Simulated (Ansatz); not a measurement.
# Ca2H3F (built on the sites of a database entry of Ca2H3Br): phonons and vibrational spectra

Wanted: phonon frequencies of Ca2H3F (built on the sites of a database entry of Ca2H3Br) and what follows from them.

Main program and level: Ansatz 0.2.0; DFT RPBE, scalar-relativistic, plane waves, PAW.

This is a report of a sequence of runs, with most program output left out.

The structure was built from a prototype and need not be the compound's stable phase.

### Step 1. The starting structure

It takes space group P-3m1 (No. 164, trigonal). Conventional cell: a = 3.771 Å, b = 3.771 Å, c = 6.621 Å, α = 90.00°, β = 90.00°, γ = 120.00°. Nearest to Ca lie 7 H at 2.19 to 2.50 Å and 3 F at 3.01 Å. H has 4 Ca at 2.19 to 2.22 Å nearest. Nearest to H lie 6 H at 2.39 Å and 6 Ca at 2.50 Å. F has 6 Ca at 3.01 Å nearest. Farther neighbours and most contacts between anions are not listed.

### Step 2. Rough relaxation

The start is far from rest, so a relaxation with loose tolerances brings it close first.

The input, input.yaml:

```yaml
crystal:
  lattice:
    - [3.77067, 0.0, 0.0]
    - [-1.88534, 3.2655, 0.0]
    - [0.0, 0.0, 6.62127]
  atoms:
    - { symbol: Ca, position: [0.66666667, 0.33333333, 0.18575608] }
    - { symbol: Ca, position: [0.33333333, 0.66666667, 0.81424392] }
    - { symbol: H, position: [0.66666667, 0.33333333, 0.85047583] }
    - { symbol: H, position: [0.33333333, 0.66666667, 0.14952417] }
    - { symbol: H, position: [0.0, 0.0, 0.0] }
    - { symbol: F, position: [0.0, 0.0, 0.5] }
kpoints:
  mp_grid: { grid: [6, 6, 4] }
hamiltonian:
  xc: rpbe
scf:
  occupations: { method: gaussian, width: 0.1 }
output:
  forces: true
  stress: true
  eigenvalues: true
relax:
  adjacent_minimum: "off"
  f_tol: 0.05
  max_steps: 80
  cell: { stress_tol: 0.5 }
```

On the command line:

```console
$ ansatz run input.yaml --threads 8 --pin off --max-ram 14336MiB --backend cpu --events-out ev --progress --plain --runs-dir out
```

It took 2.7 s on 8 threads of Arm Neoverse V2, shared host; peak memory 0.4 GiB; 16 s of CPU time.

Step by step:

```
step  energy less that of the first step (eV)  largest force component (eV/Å)  pressure (GPa)  volume (Å³)
   1                                   0.0000                          1.4390            0.11        81.53
   2                                  -0.2570                          0.3164           -2.72        81.35
   3                                  -0.3939                          0.1266           -1.96        78.50
   4                                  -0.4416                          0.0528           -0.66        74.96
   5                                  -0.4479                          0.0489           -0.23        74.25
  6*                                  -0.4439                          0.0483           -0.32        74.25
```

Relaxation steps marked * repeat the geometry before them on a plane-wave basis chosen anew for their cell, so energy and pressure can jump there.

The run keeps the 12 symmetry operations that it works with, so distortions that break them were not tested.

```
conventional cell, symmetrised  before  after   change
                         a (Å)   3.771  3.796   +0.7 %
                         b (Å)   3.771  3.796   +0.7 %
                         c (Å)   6.621  5.952  -10.1 %
              volume (Å³/atom)   13.59  12.38   -8.9 %
```

The atoms that moved most (Å, as changes of fractional coordinates times the final cell):

```
atom     dx     dy      dz  length
 Ca2  0.000  0.000  -0.229   0.229
 Ca1  0.000  0.000   0.229   0.229
  H3  0.000  0.000  -0.216   0.216
  H4  0.000  0.000   0.216   0.216
```

Final coordinates:

```xyz
6
Lattice="3.7956 0.0000 0.0000 -1.8978 3.2871 0.0000 0.0000 0.0000 5.9515" Properties=species:S:1:pos:R:3 pbc="T T T"
Ca    1.8978    1.0957    1.3346
Ca    0.0000    2.1914    4.6169
H     1.8978    1.0957    4.8458
H     0.0000    2.1914    1.1057
H     0.0000    0.0000    0.0000
F     0.0000    0.0000    2.9758
```

This step gave:

- pressure: -0.3226 GPa
- gap on the k-mesh: 1.682 eV
- volume per atom: 12.38 Å³
- direct gap on mesh: 1.904 eV

In this step the volume went from 13.59 to 12.38 Å³/atom.

### Step 3. Relaxation

Harmonic phonons are second derivatives at a point where the forces vanish, and they are wanted at zero stress, so atoms and cell are relaxed first.

The input, input.yaml:

```yaml
crystal:
  lattice:
    - [3.7955882707, 2.9058e-06, 0.0]
    - [-1.8977966519, 3.2870744118, 0.0]
    - [0.0, 0.0, 5.9515071697]
  atoms:
    - { symbol: Ca, position: [0.6666666667, 0.3333333333, 0.2242458125] }
    - { symbol: Ca, position: [0.3333333333, 0.6666666667, 0.7757541875] }
    - { symbol: H, position: [0.6666666667, 0.3333333333, 0.8142090742] }
    - { symbol: H, position: [0.3333333333, 0.6666666667, 0.1857909258] }
    - { symbol: H, position: [0.0, 0.0, 0.0] }
    - { symbol: F, position: [0.0, 0.0, 0.5] }
kpoints:
  mp_grid: { grid: [9, 9, 4] }
hamiltonian:
  xc: rpbe
scf:
  occupations: { method: gaussian, width: 0.02 }
output:
  forces: true
  stress: true
  eigenvalues: true
  write_density: true
  write_potential: true
  elf: true
  volumetric_format: npy
relax:
  adjacent_minimum: "off"
  f_tol: 0.005
  max_steps: 80
  cell: { stress_tol: 0.05 }
```

It took 3.1 s on 8 threads; peak memory 0.44 GiB.

The steps of the relaxation:

```
step  energy less that of the first step (eV)  largest force component (eV/Å)  pressure (GPa)  volume (Å³)
   1                                   0.0000                          0.0473           -0.33        74.25
   2                                   0.0023                          0.1764           -0.06        73.58
   3                                  -0.0017                          0.0056            0.01        73.68
   4                                  -0.0018                          0.0033           -0.01        73.69
  5*                                  -0.0011                          0.0034           -0.03        73.69
```

Relaxation steps marked * repeat the geometry before them on a plane-wave basis chosen anew for their cell, so energy and pressure can jump there. Relaxation step 2 was tried and not accepted.

The run keeps the 12 symmetry operations that it works with, so distortions that break them were not tested.

```
conventional cell, symmetrised  before  after  change
                         a (Å)   3.796  3.786  -0.3 %
                         b (Å)   3.796  3.786  -0.3 %
                         c (Å)   5.952  5.937  -0.2 %
              volume (Å³/atom)   12.38  12.28  -0.8 %
```

The relaxed structure:

```cif
data_structure
_symmetry_space_group_name_H-M 'P 1'
_symmetry_Int_Tables_number 1
_cell_length_a 3.7858
_cell_length_b 3.7858
_cell_length_c 5.9370
_cell_angle_alpha 90.000
_cell_angle_beta 90.000
_cell_angle_gamma 120.000
_cell_volume 73.69
loop_
_atom_site_label
_atom_site_type_symbol
_atom_site_fract_x
_atom_site_fract_y
_atom_site_fract_z
_atom_site_occupancy
Ca1 Ca 0.66667 0.33333 0.22582 1
Ca2 Ca 0.33333 0.66667 0.77418 1
H3 H 0.66667 0.33333 0.81341 1
H4 H 0.33333 0.66667 0.18659 1
H5 H 0.00000 0.00000 0.00000 1
F6 F 0.00000 0.00000 0.50000 1
```

This step gave:

```
pressure           : -0.03070 GPa
gap on the k-mesh  : 1.722 eV
volume per atom    : 12.28 Å³
direct gap on mesh : 1.919 eV
```

ELF in the ac plane at fractional y = 0.333, with atoms of Ca and H within 0.2 Å of it. It is the smooth field of the valence electrons, not physical close to the nuclei.

Ten even steps from '0' (0.11 × 1e-1) to '9' (9.97 × 1e-1), each cell a mean:
```
11211113566421
00000137999851
00000159999972
00110159999972
01110059999971
00110038999951
00000016999730
00000001566300
01111000121000
23332100000000
23332100000000
12221000010000
00000002465300
00000025788630
00000058888862
01210168878873
01220158878872
01221037888851
01211014777520
12221000232100
12321000000000
```
Columns run along a (3.8 Å), rows up along c (5.9 Å). Atoms in or near the plane, at fractional coordinates: Ca at (0.67, 0.23), H at (0.67, 0.81).

Valence density in the ac plane at fractional y = 0.333, with atoms of Ca and H within 0.2 Å of it. It is the smooth field of the valence electrons, not physical close to the nuclei.

Ten steps, logarithmic in the rise over the least value, from '_' (0.0 e/Å³) to '@' (6.4 e/Å³), each cell a mean:
```
................::::::::....
..............::--==----::..
....::::....::--++++++==::::
..::::::::::::==++****==--::
..::::::::::::--++**++==--::
..::::::....::::--====--::..
................::::::::....
..........______......______
....::....__________________
..::::::....________________
..::::::....________________
....::....______......______
..........__..::======--....
____....__..--==**####++--..
..........::==##%%@@@@##++--
..........::++%%@@@@@@%%**--
..........::++##@@@@@@%%**--
..........::==**%%@@%%##++--
............::==**##**++--::
..............::------::....
..................::::......
```
Columns run along a (3.8 Å), rows up along c (5.9 Å). Atoms in or near the plane, at fractional coordinates: Ca at (0.67, 0.23), H at (0.67, 0.81).

Electrostatic potential energy in the ac plane at fractional y = 0.333, with atoms of Ca and H within 0.2 Å of it. With pseudopotentials it is smooth inside the atoms' cores, unlike the true potential.

Values in eV, 21 rows by 14 columns, each cell a mean:
```
  8   8   8   8   8   8   8   8   8   7   8   8   8   8
  7   6   6   6   7   8   8   8   7   6   7   8   8   8
  6   4   3   4   5   6   8   7  -2 -15  -8   6   8   7
  4   2   1   2   3   6   7   6 -14 -38 -26   2   7   7
  4   2   0   1   3   5   7   7  -4 -20 -12   5   7   6
  4   2   1   2   3   5   7   8   7   6   7   8   8   6
  5   4   3   4   5   6   8   9   9   9   9   9   8   7
  7   6   6   6   6   7   8   9   9   9   9   9   8   8
  8   8   7   7   8   8   8   8   9   9   9   9   8   8
  8   8   8   8   8   8   8   8   8   7   8   8   8   8
  9   9   9   9   9   8   7   7   6   6   6   6   7   8
  8   9   9   9   9   8   6   4   3   2   3   4   5   7
  7   9   9   9   8   6   3   0  -4  -7  -6  -2   2   5
  7   8   9   9   7   5   0  -8 -19 -25 -22 -12  -3   3
  5   8   9   8   6   2  -7 -23 -41 -47 -45 -31 -13  -1
  5   7   9   8   6   1 -11 -32 -46 -47 -47 -41 -18  -3
  5   8   9   8   6   2 -11 -31 -46 -47 -47 -40 -18  -2
  6   8   9   9   7   3  -5 -20 -37 -43 -41 -27 -10   1
  7   9   9   9   8   5   1  -7 -16 -22 -20 -10  -2   4
  8   9   9   9   9   7   5   2  -1  -3  -2   1   4   6
  8   9   9   9   9   8   7   6   5   4   4   6   7   8
```
Columns run along a (3.8 Å; values clipped at the 3rd and 97th percentile), rows up along c (5.9 Å). Atoms in or near the plane, at fractional coordinates: Ca at (0.67, 0.23), H at (0.67, 0.81).

In this step the volume went from 12.38 to 12.28 Å³/atom.

### Step 4. Relaxing to small forces for the phonons

Phonons need a cell at rest on their own settings, so the relaxation is repeated with tight tolerances on forces and stress, using the mesh and the filling of the phonon run that follows.

The input, input.yaml:

```yaml
crystal:
  lattice:
    - [3.7857506946, 2.8983e-06, 0.0]
    - [-1.8928778573, 3.2785548248, 0.0]
    - [0.0, 0.0, 5.9369629725]
  atoms:
    - { symbol: Ca, position: [0.6666666667, 0.3333333333, 0.22581922] }
    - { symbol: Ca, position: [0.3333333333, 0.6666666667, 0.77418078] }
    - { symbol: H, position: [0.6666666667, 0.3333333333, 0.8134062983] }
    - { symbol: H, position: [0.3333333333, 0.6666666667, 0.1865937017] }
    - { symbol: H, position: [0.0, 0.0, 0.0] }
    - { symbol: F, position: [0.0, 0.0, 0.5] }
kpoints:
  mp_grid: { grid: [9, 9, 4] }
hamiltonian:
  xc: rpbe
scf:
  occupations: { method: fixed }
output:
  forces: true
  stress: true
  eigenvalues: true
relax:
  adjacent_minimum: "off"
  f_tol: 0.001
  max_steps: 60
  cell: { stress_tol: 0.01 }
```

It took 3.4 s on 8 threads; peak memory 0.43 GiB.

Little changed from the start: no atom moved by 0.005 Å and no cell edge by 0.1 %.

This step gave:

```yaml
pressure: 0.001527 GPa
gap_on_the_k_mesh: 1.728 eV
volume_per_atom: 12.27 Å³
direct_gap_on_mesh: 1.927 eV
```

The largest force component left is 0.44 meV/Å and the pressure is 0.002 GPa, within the tolerances set. The cell now holds 12.27 Å³/atom.

### Step 5. Linear response at the zone centre

The zone centre comes first: it holds the modes that light can see, as far as symmetry allows. The response to a homogeneous field gives the Born charges and the dielectric tensor, and its change with displacement the Raman tensors.

The input, input.yaml:

```yaml
crystal:
  lattice:
    - [3.78546522, 2.8981e-06, 0.0]
    - [-1.8927351198, 3.2783075966, 0.0]
    - [0.0, 0.0, 5.9327754861]
  atoms:
    - { symbol: Ca, position: [0.6666666667, 0.3333333333, 0.2258894908] }
    - { symbol: Ca, position: [0.3333333333, 0.6666666667, 0.7741105092] }
    - { symbol: H, position: [0.6666666667, 0.3333333333, 0.8130531119] }
    - { symbol: H, position: [0.3333333333, 0.6666666667, 0.1869468881] }
    - { symbol: H, position: [0.0, 0.0, 0.0] }
    - { symbol: F, position: [0.0, 0.0, 0.5] }
kpoints:
  mp_grid: { grid: [9, 9, 4] }
hamiltonian:
  xc: rpbe
scf:
  occupations: { method: fixed }
output:
  eigenvalues: true
phonons:
  method: dfpt
  dielectric: true
  rigid_motions: translations
  raman: true
```

Wall time 4.7 min (8 threads); peak memory 3 GiB.

This step gave:

| Quantity | Value |
| --- | --- |
| sum-rule residual before enforcement | 2.24e-4 eV/Å² |
| miss of the charge sum rule | 0.002068 e |
| estimated error of the dielectric tensor | 0.01125 |
| estimated error of the Born charges | 0.01112 e |
| point group | -3m |
| highest optical mode at the zone centre (no LO-TO term) | 1153 cm⁻¹ |
| lowest optical zone-centre mode | 93.01 cm⁻¹ |
| mean high-frequency dielectric constant | 4.082 |
| largest Born charge (third of the trace) | 2.217 e |
| mean static dielectric constant | 28.83 |
| top of the zone-centre spectrum with the field | 1247 cm⁻¹ |

Without the LO-TO term. Patterns of degenerate modes are one choice out of their space. The modes at Γ (shares of kinetic energy by element, %):

```
mode  frequency (cm⁻¹)  symmetry  Ca %  H %  F %
   1               0.0  acoustic    78    3   19
   2               0.0  acoustic    78    3   19
   3               0.0  acoustic    78    3   19
   4              93.0        Eu    19    0   81
   5              93.0        Eu    19    0   81
   6             128.9       A2u    21    3   76
   7             138.0        Eg    99    1    0
   8             138.0        Eg    99    1    0
   9             194.4       A1g    97    3    0
  10             581.1        Eu     2   98    0
  11             581.1        Eu     2   98    0
  12             651.5       A2u     0   95    4
  13             727.6       A1g     3   97    0
  14             830.4       A2u     0   98    1
  15            1123.4        Eg     1   99    0
  16            1123.4        Eg     1   99    0
  17            1152.9        Eu     1   99    0
  18            1152.9        Eu     1   99    0
```

Displacements in mode 5 (93.0 cm⁻¹), the largest set to 1:
```
Ca1  0.00 -0.24  0.00
Ca2  0.00 -0.24  0.00
H3   0.00 -0.06  0.00
H4   0.00 -0.06  0.00
H5   0.00  0.00  0.00
F6  -0.01  1.00  0.00
```

Displacements in mode 18 (1152.9 cm⁻¹), the largest set to 1:
```
Ca1  0.00 -0.02  0.00
Ca2  0.00 -0.02  0.00
H3   0.00  1.00  0.00
H4   0.00  1.00  0.00
H5   0.00 -0.52  0.00
F6   0.00 -0.01  0.00
```

Optical modes at the zone centre, without and with the macroscopic field of the longitudinal modes; each column is sorted by frequency, so a row need not hold one and the same mode. Modes with and without the field, by row:

```
rank among optical modes  no field (cm⁻¹)  q along (1, 0, 0) (cm⁻¹)  q along (0, 0, 1) (cm⁻¹)
                       1               93                        93                        93
                       2               93                     128.9                        93
                       3            128.9                       138                       138
                       4              138                       138                       138
                       5              138                     150.7                     194.4
                       6            194.4                     194.4                     288.7
                       7            581.1                     581.1                     581.1
                       8            581.1                     651.5                     581.1
                       9            651.5                     727.6                     727.6
                      10            727.6                     830.4                     763.5
                      11            830.4                     841.1                     929.8
                      12             1123                      1123                      1123
                      13             1123                      1123                      1123
                      14             1153                      1153                      1153
                      15             1153                      1247                      1153
```

Born charge (rows field, columns displacement) (e), principal values of the symmetric part by kind of site:

```
atom  atoms with these values    low  middle   high   mean
 Ca1                        2   2.00    2.32   2.32   2.22
  H3                        2  -1.02   -1.02  -0.80  -0.95
  H5                        1  -1.25   -1.25  -0.69  -1.07
  F6                        1  -1.71   -1.36  -1.36  -1.48
```

In full for H5:

```
-1.25  0.00  0.00
 0.00 -1.25  0.00
 0.00  0.00 -0.69
```

High-frequency dielectric tensor:

```
4.37 0.00 0.00
0.00 4.37 0.00
0.00 0.00 3.50
```

Static dielectric tensor (ions relaxed, fixed cell):

```
28.13  0.00  0.00
 0.00 28.13  0.00
 0.00  0.00 30.24
```

Transverse modes. Infrared lines, with heights relative to the strongest:

```
position (cm⁻¹)  label  relative intensity
             93     Eu                 8.0
            129    A2u                  11
            138     Eg                 0.0
            194    A1g                 0.0
            581     Eu                 100
            652    A2u                  20
            728    A1g                 0.0
            830    A2u                 5.8
           1123     Eg                 0.0
           1153     Eu                  32
```

Activity x (w_L - w)^4 (n + 1)/w, 532 nm, 300 K; the tensors are static ones, while 532 nm light lies above the computed direct gap, where resonance would change the heights; modes without the macroscopic field alone. Lines of the Raman spectrum (strongest = 100):

```
position (cm⁻¹)  label  relative intensity
             93     Eu                 0.0
            129    A2u                 0.0
            138     Eg                 0.1
            194    A1g                  11
            581     Eu                 0.0
            652    A2u                 0.0
            728    A1g                 100
            830    A2u                 0.0
           1123     Eg                 0.9
           1153     Eu                 0.0
```

Before it was imposed, the acoustic sum rule was missed by 2.2e-4 eV/Å² and the charge sum rule by 0.0021 e. Small misses are needed for a sound result but don't prove that mesh and cutoff are converged. The lowest optical mode is real, 93.0 cm⁻¹.

(Continued in part 2 of 2.)

[Logs are printed without paths, hosts, clocks, repeated set-up lines and the standing remarks that a program may print on its own settings, such as how far it seeks lower states.]

[Hosts, paths, dates, database ids (printed as entryN), source tags and the programs' standing remarks are cut or masked in the printed files.]
